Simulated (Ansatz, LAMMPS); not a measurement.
# Electronic structure of Mg2+ TFSI- in gamma-butyrolactone at 470 K (110 atoms), part 2 of 2

Wanted: forces, charges and levels of Mg2+ TFSI- in gamma-butyrolactone at 470 K (110 atoms).

Ansatz 0.2.0; Kohn-Sham DFT, PBEsol, PAW (set soft_2), plane waves.

The cell: 4 N, 8 S, 24 O, 24 C, 24 F, 24 H and 2 Mg. The network of contacts between molecules at the start is that of the classical potential that made the cell. The functional has no dispersion term. The density was typed from a rule of thumb and may lie off the real one at this temperature. The Brillouin zone is sampled at Γ only, in a cell whose shortest periodic width is 12 Å.

So far. Step 3 (Plane-wave single point): About 58 of the 520 electrons lie in deeper levels, below the stored range.

## Step 3: Plane-wave single point (continued)

Valence density in the bc plane at fractional x = 0.549, with atoms of F and S and O and H and C and Mg within 0.2 Å of it. It is the smooth field of the valence electrons, not physical close to the nuclei.

Ten steps, logarithmic in the rise over the least value, from '0' (0 e/Å³) to '9' (18 e/Å³), each cell a mean:
```
100000000000000000000000012344543
100000000000000000000000013445543
210000000000000000000000001223443
321000000000000000000000000012344
432100000000000111100000000001345
443100000000001234310000000000124
454210000000001344210000000000013
565310000000012222100000000000012
344210000001233221000000000000001
121100111101344310000000000000111
157520111001244210000000000001111
279830000000111100000000000001111
146510000000000000000000000000000
001111000000000000000000000000000
013443100000000000000012110000000
014664200000000000000123321000000
012443100000000000001234321000000
001111112331000001123334321000000
000001135663100012344423443100000
000012245663100013444334676410000
000246543321000012332224677410000
001378742100000001111012454210000
000257631000000000000000111000111
100012210000000000000000000112333
```
Columns run along b (11.9 Å), rows up along c (11.9 Å). Atoms in or near the plane, at fractional coordinates: F at (0.16, 0.09), S at (0.68, 0.23), O at (0.77, 0.15), H at (0.52, 0.75), C at (0.91, 0.94), H at (0.82, 0.95), Mg at (0.07, 0.51).

Electrostatic potential energy in the bc plane at fractional x = 0.549, with atoms of F and S and O and H and C and Mg within 0.2 Å of it. With pseudopotentials it is smooth inside the atoms' cores, unlike the true potential.

Ten even steps from '0' (-39 eV) to '9' (7 eV), each cell a mean:
```
999999999999999999999999996451027
899999999999999999999999985240006
899999999999999999999999999885357
678999999999999999999999999998744
026899999999999988999999999999863
026899999999999852699999999999973
425899999999999864799999999999987
302799999999998888999999999999998
756899999999877889999999999999999
887789999998754689999999999999999
731268999999866899999999999999998
500037899999999999999999999999998
731268999999999999999999999999998
877788999999999999999999999999999
998558999999999999999999999999999
996116999999999999999998899999999
998658999999999999998766799999999
999998988889999999985100489999999
999998873018999999764010268999999
999988652028999997335211001799999
999963356789999999778877100599999
999710058899999999999999756999999
999831279999999999999999999999988
999998999999999999999999999998767
```
Columns run along b (11.9 Å; values clipped at the 3rd and 97th percentile), rows up along c (11.9 Å). Atoms in or near the plane, at fractional coordinates: F at (0.16, 0.09), S at (0.68, 0.23), O at (0.77, 0.15), H at (0.52, 0.75), C at (0.91, 0.94), H at (0.82, 0.95), Mg at (0.07, 0.51).

Mean Löwdin charges: C +0.20, F -0.21, H +0.22, Mg +1.61, N -0.83, O -0.61 e (they miss 1.5 % of the electrons, so they add up to more than the cell's charge).

## Step 4: Local order

Bonds and neighbours are counted at the geometry of the runs.

Density 1.50 g/cm³, 15.21 Å³ an atom.

g(r), total and by pair (bins of 0.2 Å):

| r (Å) | total | C-C | C-F | C-H | C-O | C-S | C-N |
| --- | --- | --- | --- | --- | --- | --- | --- |
| 1.00 | 1.26 | 0.00 | 0.00 | 13.30 | 0.00 | 0.00 | 0.00 |
| 1.20 | 1.31 | 0.00 | 0.71 | 9.92 | 3.15 | 0.00 | 0.00 |
| 1.40 | 2.92 | 6.45 | 14.42 | 0.00 | 4.21 | 0.00 | 0.00 |
| 1.60 | 0.81 | 5.90 | 0.00 | 0.00 | 0.50 | 0.00 | 0.00 |
| 1.80 | 0.61 | 0.00 | 0.00 | 0.00 | 0.00 | 8.52 | 0.00 |
| 2.00 | 0.60 | 0.00 | 0.00 | 2.71 | 0.00 | 0.00 | 0.00 |
| 2.20 | 1.72 | 1.82 | 0.00 | 7.04 | 0.23 | 0.00 | 0.00 |
| 2.40 | 0.85 | 3.28 | 0.00 | 0.20 | 2.68 | 0.00 | 1.23 |
| 2.60 | 1.54 | 0.00 | 0.00 | 0.34 | 2.06 | 0.00 | 7.29 |
| 2.80 | 0.88 | 0.00 | 0.29 | 0.30 | 0.46 | 0.00 | 0.00 |
| 3.00 | 0.81 | 0.00 | 0.64 | 1.39 | 0.27 | 0.00 | 0.00 |
| 3.20 | 1.04 | 0.00 | 0.34 | 2.13 | 0.56 | 0.35 | 0.00 |
| 3.40 | 0.62 | 0.00 | 0.49 | 0.20 | 1.37 | 0.30 | 0.00 |
| 3.60 | 0.72 | 0.17 | 0.63 | 0.09 | 1.25 | 0.27 | 0.00 |
| 3.80 | 0.72 | 0.00 | 0.72 | 0.57 | 0.40 | 0.72 | 0.00 |
| 4.00 | 0.77 | 0.14 | 0.79 | 0.80 | 1.01 | 1.28 | 1.31 |
| 4.20 | 0.94 | 1.19 | 1.05 | 0.33 | 1.17 | 0.57 | 0.40 |
| 4.40 | 0.89 | 0.60 | 1.07 | 0.48 | 0.95 | 0.73 | 0.72 |
| 4.60 | 0.98 | 0.87 | 0.98 | 0.71 | 1.04 | 0.97 | 0.32 |
| 4.80 | 0.95 | 1.50 | 0.95 | 1.01 | 1.10 | 1.05 | 0.93 |
| 5.00 | 1.02 | 1.10 | 1.39 | 0.46 | 1.06 | 1.39 | 1.65 |
| 5.20 | 1.19 | 1.04 | 1.41 | 1.19 | 0.98 | 1.14 | 1.54 |
| 5.40 | 1.12 | 1.11 | 1.11 | 0.88 | 1.11 | 0.96 | 0.48 |
| 5.60 | 1.12 | 0.73 | 1.44 | 1.15 | 0.85 | 2.56 | 1.77 |
| 5.80 | 0.96 | 1.38 | 1.17 | 0.93 | 0.80 | 0.51 | 0.62 |

Bonds by pair of elements; cutoffs follow the first minimum of g(r), held within bounds set by covalent radii, and pairs that aren't listed don't count as bonded:

| pair A-B | cutoff (Å) | bonds | mean length (Å) | spread (Å) | shortest (Å) | B about A | A about B |
| --- | --- | --- | --- | --- | --- | --- | --- |
| C-C | 1.85 | 12 | 1.50 | 0.037 | 1.44 | 1 | 1 |
| C-F | 1.62 | 24 | 1.36 | 0.032 | 1.27 | 1 | 1 |
| C-H | 1.34 | 24 | 1.10 | 0.042 | 1.03 | 1 | 1 |
| C-O | 1.73 | 12 | 1.34 | 0.098 | 1.19 | 0.5 | 0.5 |
| C-S | 2.21 | 8 | 1.81 | 0.034 | 1.75 | 0.333 | 1 |
| O-S | 1.88 | 16 | 1.45 | 0.021 | 1.42 | 0.667 | 2 |
| O-Mg | 2.62 | 12 | 2.06 | 0.118 | 1.76 | 0.5 | 6 |
| S-N | 2.02 | 8 | 1.57 | 0.032 | 1.53 | 1 | 2 |

How many atoms have how many bonded neighbours:

| element | mean | 1 | 2 | 3 | 4 | 6 |
| --- | --- | --- | --- | --- | --- | --- |
| C | 3.83 | 0 | 0 | 4 | 20 | 0 |
| F | 1 | 24 | 0 | 0 | 0 | 0 |
| H | 1 | 24 | 0 | 0 | 0 | 0 |
| Mg | 6 | 0 | 0 | 0 | 0 | 2 |
| N | 2 | 0 | 4 | 0 | 0 | 0 |
| O | 1.67 | 8 | 16 | 0 | 0 | 0 |
| S | 4 | 0 | 0 | 0 | 8 | 0 |

Bond angles (no mean is given where the spread exceeds 20°):

| angle | count | mean (°) | spread (°) |
| --- | --- | --- | --- |
| C-C-H | 40 | 111 | 4.7 |
| O-Mg-O | 30 | - | - |
| F-C-F | 24 | 106 | 2.9 |
| F-C-S | 24 | 113 | 3.2 |
| C-S-O | 16 | 105 | 5.2 |

Bond length by coordination (bonds to H left out):

| element | coordination | atoms | mean bond length (Å) |
| --- | --- | --- | --- |
| C | 3 | 4 | 1.36 |
| C | 4 | 20 | 1.48 |
| O | 1 | 8 | 1.44 |
| O | 2 | 16 | 1.65 |

Rings of the network by King's shortest-path rule, up to 12 atoms, one path for each pair of neighbours; H, halogens, alkali and alkaline-earth atoms are left out, and the last column divides by all other atoms, bonded or not:

| ring size (atoms) | rings | per network atom |
| --- | --- | --- |
| 5 | 4 | 0.067 |

With the cutoffs above, 83 % of C atoms have 4, all F atoms have 1, all H atoms have 1 and all Mg atoms have 6 bonded neighbours. The C-C-H angle averages 111° with a spread of 5°. All rings counted have 5 atoms.

Local excerpt of 11 atoms (numbers count through the whole input) about S47, which bears the longest force; x, y, z are measured from there.

| atom | x | y | z | distance (Å) | bonds | Löwdin charge (e) | Fx | Fy | Fz (eV/Å) |
| --- | --- | --- | --- | --- | --- | --- | --- | --- | --- |
| S47 | 0.00 | 0.00 | 0.00 | 0.00 | 4 | 2.17 | -3.94 | 4.59 | 2.46 |
| O48 | -0.20 | 1.11 | -0.92 | 1.46 | 1 | -0.74 | -0.16 | -0.75 | -0.28 |
| O49 | 0.57 | 0.43 | 1.27 | 1.46 | 1 | -0.73 | -0.48 | -0.44 | -0.40 |
| N46 | 0.36 | -1.36 | -0.60 | 1.53 | 2 | -0.84 | 1.18 | -1.58 | -1.06 |
| C50 | -1.69 | -0.68 | 0.34 | 1.85 | 4 | 0.64 | -2.03 | -0.32 | 1.45 |
| S54 | 1.90 | -1.48 | -0.43 | 2.45 | 4 | 2.22 | 3.11 | -2.69 | -1.11 |
| F52 | -2.22 | -1.15 | -0.78 | 2.62 | 1 | -0.20 | -0.18 | 0.55 | -0.37 |
| F51 | -1.61 | -1.77 | 1.16 | 2.65 | 1 | -0.24 | 0.26 | 0.63 | 0.09 |
| F53 | -2.60 | 0.18 | 0.94 | 2.77 | 1 | -0.23 | 1.37 | -0.68 | -0.93 |
| O56 | 2.42 | -1.12 | 0.85 | 2.79 | 1 | -0.71 | 0.69 | 0.12 | 0.17 |
| F60 | 2.19 | 0.86 | -1.65 | 2.88 | 1 | -0.24 | 0.30 | -0.29 | 0.07 |

The column of bonds counts only the pairs C-C within 1.85 Å, C-F within 1.62 Å, C-H within 1.34 Å, C-O within 1.73 Å, C-S within 2.21 Å, O-S within 1.88 Å, O-Mg within 2.62 Å, S-N within 2.02 Å; other neighbours, such as metal atoms beside each other in a compound, aren't counted, and periodic images can show an atom twice.

## Step 5: Outcome

| Quantity | Value |
| --- | --- |
| free energy per atom | -466.8402 eV/atom |
| pressure | 1.447 GPa |
| r.m.s. force component | 1.263 eV/Å |
| gap (highest filled to lowest empty level) | 3.231 eV |
| wall time of the 1 DFT run | 12 s |

What this shows: The highest filled and lowest empty levels differ by 3.23 eV (at Γ alone); a semilocal functional tends to put such gaps too low. In a disordered cell it changes from sample to sample and from frame to frame. With the cutoffs above, 83 % of C atoms have 4, all F atoms have 1, all H atoms have 1 and all Mg atoms have 6 bonded neighbours.

Caveats: The force components of 1.3 eV/Å r.m.s. hold both thermal displacement and the mismatch between the potential that made the cell and DFT, above all in bond lengths inside molecules. The pressure of a single frame lacks the kinetic term.

[Logs are printed without paths, hosts, clocks, repeated set-up lines and the standing remarks that a program may print on its own settings, such as how far it seeks lower states.]

[Hosts, paths, dates, database ids (printed as entryN), source tags and the programs' standing remarks are cut or masked in the printed files.]
